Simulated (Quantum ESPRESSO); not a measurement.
## Fixed-spin-moment curve of MnCuAs

Aim: the energy of MnCuAs as a function of the total spin moment of its primitive cell.

Method: PBE; plane waves with GBRV 1.5 PBE potentials, no spin-orbit coupling, in Quantum ESPRESSO 7.5.

**1. The structure**

The structure is tetragonal, space group P4/nmm (No. 129). The conventional cell has a = 3.820 Å, b = 3.820 Å, c = 6.318 Å, α = 90.00°, β = 90.00°, γ = 90.00°. Nearest to Cu lie 4 As at 2.54 Å and 4 Cu at 2.70 Å and 4 Mn at 2.83 Å. Mn has 5 As at 2.55 to 2.73 Å and 4 Cu at 2.83 Å nearest. Nearest to As lie 4 Cu at 2.54 Å and 5 Mn at 2.55 to 2.73 Å. Farther neighbours are not listed.

The lattice constants were typed from memory of published values and not checked against a source.

**2. The free run**

File pw.in:

```
&CONTROL
  calculation = 'scf'
  prefix = 'pwscf'
  outdir = './tmp'
  pseudo_dir = './pseudo'
  disk_io = 'nowf'
/
&SYSTEM
  ibrav = 0
  celldm(1) = 8
  nat = 6
  ntyp = 3
  ecutwfc = 40
  ecutrho = 280
  nbnd = 54
  occupations = 'smearing'
  smearing = 'fd'
  degauss = 0.00367493
  nspin = 2
  starting_magnetization(1) = 0
  starting_magnetization(2) = 0.2333
  starting_magnetization(3) = 0
/
&ELECTRONS
  conv_thr = 1.2d-08
  electron_maxstep = 150
  mixing_beta = 0.3
/
ATOMIC_SPECIES
Cu     63.5460 cu_pbe_v1.2.uspp.F.UPF
Mn     54.9380 mn_pbe_v1.5.uspp.F.UPF
As     74.9216 as_pbe_v1.uspp.F.UPF
CELL_PARAMETERS alat
   0.9023442245088    0.0000000000000    0.0000000000000
   0.0000000000000    0.9023442245088    0.0000000000000
   0.0000000000000    0.0000000000000    1.4924112069232
ATOMIC_POSITIONS crystal
Cu      0.7500000000    0.2500000000    0.0000000000
Cu      0.2500000000    0.7500000000    0.0000000000
Mn      0.2500000000    0.2500000000    0.6700000000
Mn      0.7500000000    0.7500000000    0.3300000000
As      0.2500000000    0.2500000000    0.2660000000
As      0.7500000000    0.7500000000    0.7340000000
K_POINTS automatic
8 8 8 0 0 0
```

Command:

```bash
> OMP_NUM_THREADS=1 mpirun -n 4 pw.x -nk 4 -in pw.in > pw.out
```

The log of the run:

```text
Program PWSCF v.7.5 starts

     Message from routine setup:
     using ibrav=0 with symmetry is DISCOURAGED, use correct ibrav instead

     K-points division:     npool     =       4
     Subspace diagonalization in iterative solution of the eigenvalue problem:

     G-vector sticks info
     --------------------
     sticks:   dense  smooth     PW     G-vecs:    dense   smooth      PW
     Sum        1161     665    197                49191    21305    3599

     Using Slab Decomposition

     bravais-lattice index     =            0
     lattice parameter (alat)  =       8.0000  a.u.
     unit-cell volume          =     622.1612 (a.u.)^3
     number of atoms/cell      =            6
     number of atomic types    =            3
     number of electrons       =        78.00
     number of Kohn-Sham states=           54
     kinetic-energy cutoff     =      40.0000  Ry
     charge density cutoff     =     280.0000  Ry
     scf convergence threshold =      1.2E-08
     mixing beta               =       0.3000
     number of iterations used =            8  plain     mixing
     Exchange-correlation= SLA  PW   PBE  PBE
                           (   1   4   3   4   0   0   0)

     celldm(1)=   8.000000  celldm(2)=   0.000000  celldm(3)=   0.000000
     celldm(4)=   0.000000  celldm(5)=   0.000000  celldm(6)=   0.000000

     crystal axes: (cart. coord. in units of alat)
               a(1) = (   0.902344   0.000000   0.000000 )
               a(2) = (   0.000000   0.902344   0.000000 )
               a(3) = (   0.000000   0.000000   1.492411 )

     reciprocal axes: (cart. coord. in units 2 pi/alat)
               b(1) = (  1.108225  0.000000  0.000000 )
               b(2) = (  0.000000  1.108225  0.000000 )
               b(3) = (  0.000000  0.000000  0.670057 )

     PseudoPot. # 1 for Cu read from file:
     cu_pbe_v1.2.uspp.F.UPF
     Pseudo is Ultrasoft + core correction, Zval = 19.0
     Generated by new atomic code, or converted to UPF format
     Using radial grid of  867 points,  6 beta functions with:
                l(1) =   0
                l(2) =   0
                l(3) =   1
                l(4) =   1
                l(5) =   2
                l(6) =   2
     Q(r) pseudized with  8 coefficients,  rinner =    1.150   1.150   1.150
                                                       1.150   1.150

     PseudoPot. # 2 for Mn read from file:
     mn_pbe_v1.5.uspp.F.UPF
     Pseudo is Ultrasoft + core correction, Zval = 15.0
     Generated by new atomic code, or converted to UPF format
     Using radial grid of  859 points,  6 beta functions with:
                l(1) =   0
                l(2) =   0
                l(3) =   1
                l(4) =   1
                l(5) =   2
                l(6) =   2
     Q(r) pseudized with  8 coefficients,  rinner =    0.950   0.950   0.950
                                                       0.950   0.950

     PseudoPot. # 3 for As read from file:
     as_pbe_v1.uspp.F.UPF
     Pseudo is Ultrasoft + core correction, Zval =  5.0
     Generated by new atomic code, or converted to UPF format
     Using radial grid of  875 points,  6 beta functions with:
                l(1) =   0
                l(2) =   0
                l(3) =   1
                l(4) =   1
                l(5) =   2
                l(6) =   2
     Q(r) pseudized with  8 coefficients,  rinner =    1.300   1.300   1.300
                                                       1.300   1.300

     atomic species   valence    mass     pseudopotential
     Cu               19.00    63.54600     Cu( 1.00)
     Mn               15.00    54.93800     Mn( 1.00)
     As                5.00    74.92160     As( 1.00)

     Starting magnetic structure
     atomic species   magnetization
     Cu              0.000
     Mn              0.233
     As              0.000

     16 Sym. Ops., with inversion, found (12 have fractional translation)

   Cartesian axes

     site n.     atom                  positions (alat units)
         1        Cu     tau(   1) = (   0.6767582   0.2255861   0.0000000  )
         2        Cu     tau(   2) = (   0.2255861   0.6767582   0.0000000  )
         3        Mn     tau(   3) = (   0.2255861   0.2255861   0.9999155  )
         4        Mn     tau(   4) = (   0.6767582   0.6767582   0.4924957  )
         5        As     tau(   5) = (   0.2255861   0.2255861   0.3969814  )
         6        As     tau(   6) = (   0.6767582   0.6767582   1.0954298  )

     number of k points=    75  Fermi-Dirac smearing, width (Ry)=  0.0037
                       cart. coord. in units 2pi/alat
        k(    1) = (   0.0000000   0.0000000   0.0000000), wk =   0.0019531
        k(    2) = (   0.0000000   0.0000000   0.0837571), wk =   0.0039062
        k(    3) = (   0.0000000   0.0000000   0.1675142), wk =   0.0039062
        k(    4) = (   0.0000000   0.0000000   0.2512712), wk =   0.0039062
        k(    5) = (   0.0000000   0.0000000  -0.3350283), wk =   0.0019531
        [... 70 further k-points ...]

     Dense  grid:    49191 G-vectors     FFT dimensions: (  40,  40,  64)

     Smooth grid:    21305 G-vectors     FFT dimensions: (  30,  30,  50)

     Check: negative core charge=   -0.000023
     Generating pointlists ...
     new r_m :   0.2479 (alat units)  1.9832 (a.u.) for type    1
     new r_m :   0.2487 (alat units)  1.9897 (a.u.) for type    2
     new r_m :   0.2479 (alat units)  1.9832 (a.u.) for type    3

     Initial potential from superposition of free atoms

     starting charge      74.9993, renormalised to      78.0000
     Starting wfcs are   60 randomized atomic wfcs

     Self-consistent Calculation

     iteration #  1     ecut=    40.00 Ry     beta= 0.30
     Davidson diagonalization with overlap
     ethr =  1.00E-02,  avg # of iterations =  3.2

     total energy              =   -1305.25771113 Ry
     estimated scf accuracy    <      15.36131337 Ry

     total magnetization       =     3.69 Bohr mag/cell
     absolute magnetization    =     3.94 Bohr mag/cell

     iteration #  2     ecut=    40.00 Ry     beta= 0.30
     Davidson diagonalization with overlap
     ethr =  1.00E-02,  avg # of iterations =  3.0

     total energy              =   -1303.77218305 Ry
     estimated scf accuracy    <      91.02113313 Ry

     total magnetization       =     0.68 Bohr mag/cell
     absolute magnetization    =     0.78 Bohr mag/cell

     iteration #  3     ecut=    40.00 Ry     beta= 0.30
     Davidson diagonalization with overlap
     ethr =  1.00E-02,  avg # of iterations =  2.0

     total energy              =   -1310.37629659 Ry
     estimated scf accuracy    <       2.96838503 Ry

     total magnetization       =     6.31 Bohr mag/cell
     absolute magnetization    =     6.71 Bohr mag/cell

     [... further iterations left out ...]

     iteration # 14     ecut=    40.00 Ry     beta= 0.30
     Davidson diagonalization with overlap
     ethr =  2.62E-09,  avg # of iterations =  5.0

     negative rho (up, down):  0.000E+00 4.296E-04

     total energy              =   -1310.52404924 Ry
     estimated scf accuracy    <       0.00000016 Ry

     total magnetization       =     7.86 Bohr mag/cell
     absolute magnetization    =     8.18 Bohr mag/cell

     iteration # 15     ecut=    40.00 Ry     beta= 0.30
     Davidson diagonalization with overlap
     ethr =  2.07E-10,  avg # of iterations =  3.7

     negative rho (up, down):  0.000E+00 4.298E-04

     total energy              =   -1310.52404931 Ry
     estimated scf accuracy    <       0.00000003 Ry

     total magnetization       =     7.86 Bohr mag/cell
     absolute magnetization    =     8.18 Bohr mag/cell

     iteration # 16     ecut=    40.00 Ry     beta= 0.30
     Davidson diagonalization with overlap
     ethr =  3.47E-11,  avg # of iterations =  4.2

     negative rho (up, down):  0.000E+00 4.299E-04

     total energy              =   -1310.52404932 Ry
     estimated scf accuracy    <       0.00000001 Ry

     total magnetization       =     7.86 Bohr mag/cell
     absolute magnetization    =     8.18 Bohr mag/cell

     iteration # 17     ecut=    40.00 Ry     beta= 0.30
     Davidson diagonalization with overlap
     ethr =  1.71E-11,  avg # of iterations =  2.4

     negative rho (up, down):  0.000E+00 4.299E-04

     Magnetic moment per site  (integrated on atomic sphere of radius R)
     atom   1 (R=0.248)  charge= 17.7698  magn=  0.0508
     atom   2 (R=0.248)  charge= 17.7698  magn=  0.0508
     atom   3 (R=0.249)  charge= 13.2209  magn=  3.6676
     atom   4 (R=0.249)  charge= 13.2209  magn=  3.6676
     atom   5 (R=0.248)  charge=  2.9324  magn= -0.0148
     atom   6 (R=0.248)  charge=  2.9324  magn= -0.0148

     End of self-consistent calculation

     Number of k-points >= 100: set verbosity='high' to print the bands.

     the Fermi energy is    12.8956 ev

!    total energy              =   -1310.52404933 Ry
     estimated scf accuracy    <          3.2E-09 Ry
     smearing contrib. (-TS)   =      -0.00185163 Ry
     internal energy E=F+TS    =   -1310.52219770 Ry

     The total energy is F=E-TS. E is the sum of the following terms:
     one-electron contribution =    -998.29750498 Ry
     hartree contribution      =     534.81539977 Ry
     xc contribution           =    -194.28707211 Ry
     ewald contribution        =    -652.75302038 Ry

     total magnetization       =     7.86 Bohr mag/cell
     absolute magnetization    =     8.18 Bohr mag/cell

     convergence has been achieved in  17 iterations

=------------------------------------------------------------------------------=
   JOB DONE.
=------------------------------------------------------------------------------=
```

Wall time 2 min (4 MPI ranks of Intel Xeon Platinum 8488C (Sapphire Rapids), shared host); peak memory 0.78 GiB; 7.9 min of CPU time.

Spin moment in the atom's sphere by atom:

```csv
atom,spin moment in the atom's sphere (μB)
Cu1,0.05
Cu2,0.05
Mn3,3.67
Mn4,3.67
As5,-0.01
As6,-0.01
```

Numbers from this step:

| Property | Result |
| --- | --- |
| smearing term TS | 0.02519 eV |
| magnetization | 7.857 μB |
| absolute magnetization | 8.183 μB |
| final state | ferromagnetic |

**3. Moment fixed at 0 μB**

The two spin channels are filled to separate Fermi energies, so that the total moment meets the target. Half of the up one less the down one is the slope dE/dM.

pw.in, as its differences from that of step 2:

```diff
@@ -14,3 +14,3 @@
   ecutrho = 280
-  nbnd = 54
+  nbnd = 56
   occupations = 'smearing'
@@ -20,4 +20,5 @@
   starting_magnetization(1) = 0
-  starting_magnetization(2) = 0.2333
+  starting_magnetization(2) = 0.0117
   starting_magnetization(3) = 0
+  tot_magnetization = 0
 /
```

The log of the run:

```text
     [... lines left out ...]
Program PWSCF v.7.5 starts
     [... lines left out ...]
     number of atoms/cell      =            6
     [... lines left out ...]
     number of electrons       =        78.00 (up:  39.00, down:  39.00)
     number of Kohn-Sham states=           56
     kinetic-energy cutoff     =      40.0000  Ry
     charge density cutoff     =     280.0000  Ry
     scf convergence threshold =      1.2E-08
     [... lines left out ...]
     16 Sym. Ops., with inversion, found (12 have fractional translation)
     [... lines left out ...]
     number of k points=    75  Fermi-Dirac smearing, width (Ry)=  0.0037
     [... lines left out ...]
     iteration # 21     ecut=    40.00 Ry     beta= 0.30
     [... lines left out ...]
     Magnetic moment per site  (integrated on atomic sphere of radius R)
     atom   1 (R=0.248)  charge= 17.7518  magn= -0.0000
     atom   2 (R=0.248)  charge= 17.7518  magn= -0.0000
     atom   3 (R=0.249)  charge= 13.2781  magn=  0.0001
     atom   4 (R=0.249)  charge= 13.2781  magn=  0.0001
     atom   5 (R=0.248)  charge=  2.8676  magn= -0.0000
     atom   6 (R=0.248)  charge=  2.8676  magn= -0.0000
     [... lines left out ...]
     the spin up/dw Fermi energies are    12.3889   12.3891 ev
!    total energy              =   -1310.33600224 Ry
     estimated scf accuracy    <          3.5E-09 Ry
     smearing contrib. (-TS)   =      -0.01069140 Ry
     [... lines left out ...]
     total magnetization       =    -0.00 Bohr mag/cell
     absolute magnetization    =     0.00 Bohr mag/cell
     convergence has been achieved in  21 iterations
```

Elapsed: 2.4 min, on 4 MPI ranks; peak memory 0.81 GiB; 9.4 min of CPU time.

Read from the output:

| Property | Result |
| --- | --- |
| magnetization | 0 μB |
| absolute magnetization | 0 μB |
| half the difference of the two Fermi energies | -0.1 meV |
| largest moment | 0 μB |

**4. Moment fixed at 0.964 μB**

pw.in, as its differences from that of step 3:

```diff
@@ -20,5 +20,5 @@
   starting_magnetization(1) = 0
-  starting_magnetization(2) = 0.0117
+  starting_magnetization(2) = 0.0321
   starting_magnetization(3) = 0
-  tot_magnetization = 0
+  tot_magnetization = 0.964
 /
```

The log of the run:

```text
     [... lines left out ...]
Program PWSCF v.7.5 starts
     [... lines left out ...]
     number of atoms/cell      =            6
     [... lines left out ...]
     number of electrons       =        78.00 (up:  39.48, down:  38.52)
     number of Kohn-Sham states=           56
     kinetic-energy cutoff     =      40.0000  Ry
     charge density cutoff     =     280.0000  Ry
     scf convergence threshold =      1.2E-08
     [... lines left out ...]
     16 Sym. Ops., with inversion, found (12 have fractional translation)
     [... lines left out ...]
     number of k points=    75  Fermi-Dirac smearing, width (Ry)=  0.0037
     [... lines left out ...]
     iteration # 21     ecut=    40.00 Ry     beta= 0.30
     [... lines left out ...]
     Magnetic moment per site  (integrated on atomic sphere of radius R)
     atom   1 (R=0.248)  charge= 17.7535  magn= -0.0260
     atom   2 (R=0.248)  charge= 17.7535  magn= -0.0260
     atom   3 (R=0.249)  charge= 13.2756  magn=  0.5310
     atom   4 (R=0.249)  charge= 13.2756  magn=  0.5310
     atom   5 (R=0.248)  charge=  2.8715  magn= -0.0249
     atom   6 (R=0.248)  charge=  2.8715  magn= -0.0249
     [... lines left out ...]
     the spin up/dw Fermi energies are    12.2755   12.6593 ev
!    total energy              =   -1310.35753815 Ry
     estimated scf accuracy    <          6.6E-09 Ry
     smearing contrib. (-TS)   =      -0.00438073 Ry
     [... lines left out ...]
     total magnetization       =     0.96 Bohr mag/cell
     absolute magnetization    =     1.56 Bohr mag/cell
     convergence has been achieved in  21 iterations
```

Elapsed: 2.6 min, on 4 MPI ranks; peak memory 0.84 GiB.

Spin moment in the atom's sphere by atom:

```csv
atom,spin moment in the atom's sphere (μB)
Cu1,-0.026
Cu2,-0.026
Mn3,0.531
Mn4,0.531
As5,-0.025
As6,-0.025
```

This step gave:

- magnetization: 0.964 μB
- absolute magnetization: 1.559 μB
- half the difference of the two Fermi energies: -191.9 meV

**5. Moment fixed at 1.929 μB**

pw.in, as its differences from that of step 4:

```diff
@@ -14,3 +14,3 @@
   ecutrho = 280
-  nbnd = 56
+  nbnd = 57
   occupations = 'smearing'
@@ -20,5 +20,5 @@
   starting_magnetization(1) = 0
-  starting_magnetization(2) = 0.0321
+  starting_magnetization(2) = 0.0643
   starting_magnetization(3) = 0
-  tot_magnetization = 0.964
+  tot_magnetization = 1.929
 /
```

The log of the run:

```text
     [... lines left out ...]
Program PWSCF v.7.5 starts
     [... lines left out ...]
     number of atoms/cell      =            6
     [... lines left out ...]
     number of electrons       =        78.00 (up:  39.96, down:  38.04)
     number of Kohn-Sham states=           57
     kinetic-energy cutoff     =      40.0000  Ry
     charge density cutoff     =     280.0000  Ry
     scf convergence threshold =      1.2E-08
     [... lines left out ...]
     16 Sym. Ops., with inversion, found (12 have fractional translation)
     [... lines left out ...]
     number of k points=    75  Fermi-Dirac smearing, width (Ry)=  0.0037
     [... lines left out ...]
     iteration # 18     ecut=    40.00 Ry     beta= 0.30
     [... lines left out ...]
     Magnetic moment per site  (integrated on atomic sphere of radius R)
     atom   1 (R=0.248)  charge= 17.7536  magn= -0.0627
     atom   2 (R=0.248)  charge= 17.7536  magn= -0.0627
     atom   3 (R=0.249)  charge= 13.2757  magn=  1.1499
     atom   4 (R=0.249)  charge= 13.2757  magn=  1.1499
     atom   5 (R=0.248)  charge=  2.8709  magn= -0.0818
     atom   6 (R=0.248)  charge=  2.8709  magn= -0.0818
     [... lines left out ...]
     the spin up/dw Fermi energies are    12.1430   12.8221 ev
!    total energy              =   -1310.37644947 Ry
     estimated scf accuracy    <       0.00000001 Ry
     smearing contrib. (-TS)   =      -0.00381404 Ry
     [... lines left out ...]
     total magnetization       =     1.93 Bohr mag/cell
     absolute magnetization    =     2.89 Bohr mag/cell
     convergence has been achieved in  18 iterations
```

The job ended after 2.1 min (4 MPI ranks; peak memory 0.85 GiB).

Read from the output:

- magnetization: 1.929 μB
- absolute magnetization: 2.887 μB
- half the difference of the two Fermi energies: -339.5 meV
- largest moment: 1.150 μB

**6. E(M)**

The runs not shown differ in the target, the start and the number of states alone. The point at 7.86 μB is the free run, entered with slope zero.

Energy over the lowest against total spin moment:

```csv
total spin moment (μB a cell),energy over the lowest (meV a cell)
0.00,2559
0.96,2266
1.93,2008
2.89,1667
3.86,1278
4.82,864
5.79,478
6.75,163
7.71,3.15
7.86,0
8.68,95.8
9.64,460
10.61,1404
```

dE/dM against total spin moment:

```csv
total spin moment (μB a cell),dE/dM (meV/μB)
0.00,-0.106
0.96,-192
1.93,-340
2.89,-379
3.86,-427
4.82,-421
5.79,-370
6.75,-263
7.71,-43.8
7.86,0
8.68,225
9.64,578
10.61,1366
```

Table of largest site moment by total spin moment:

```csv
total spin moment (μB a cell),largest site moment (μB)
0.00,1.2e-4
0.96,0.531
1.93,1.15
2.89,1.69
3.86,2.19
4.82,2.64
5.79,3.03
6.75,3.36
7.71,3.63
7.86,3.67
8.68,3.85
9.64,4.04
10.61,4.19
```

**7. Summary of results**

| Item | Value |
| --- | --- |
| moment of the free run | 7.86 μB a cell |
| energy at zero total moment | 2559 meV a cell over the lowest |

**Reading.** At zero total moment the site moments vanish, so the 2559 meV a cell is the energy of forming them. Energies and slopes do not fit one curve, so the points lie on more than one branch of solutions. All runs start parallel; opposed orders may lie lower.

[Logs and program files are shortened in this print: banners, set-up blocks, solver, clock and traceback lines can be left out without a mark of their own.]

[Logs are printed without paths, hosts, clocks, repeated set-up lines and the standing remarks that a program may print on its own settings, such as how far it seeks lower states.]

[Hosts, paths, dates, database ids (printed as entryN), source tags and the programs' standing remarks are cut or masked in the printed files.]

[Where a cell is said to come from a database of computed structures, the database is the Materials Project.]
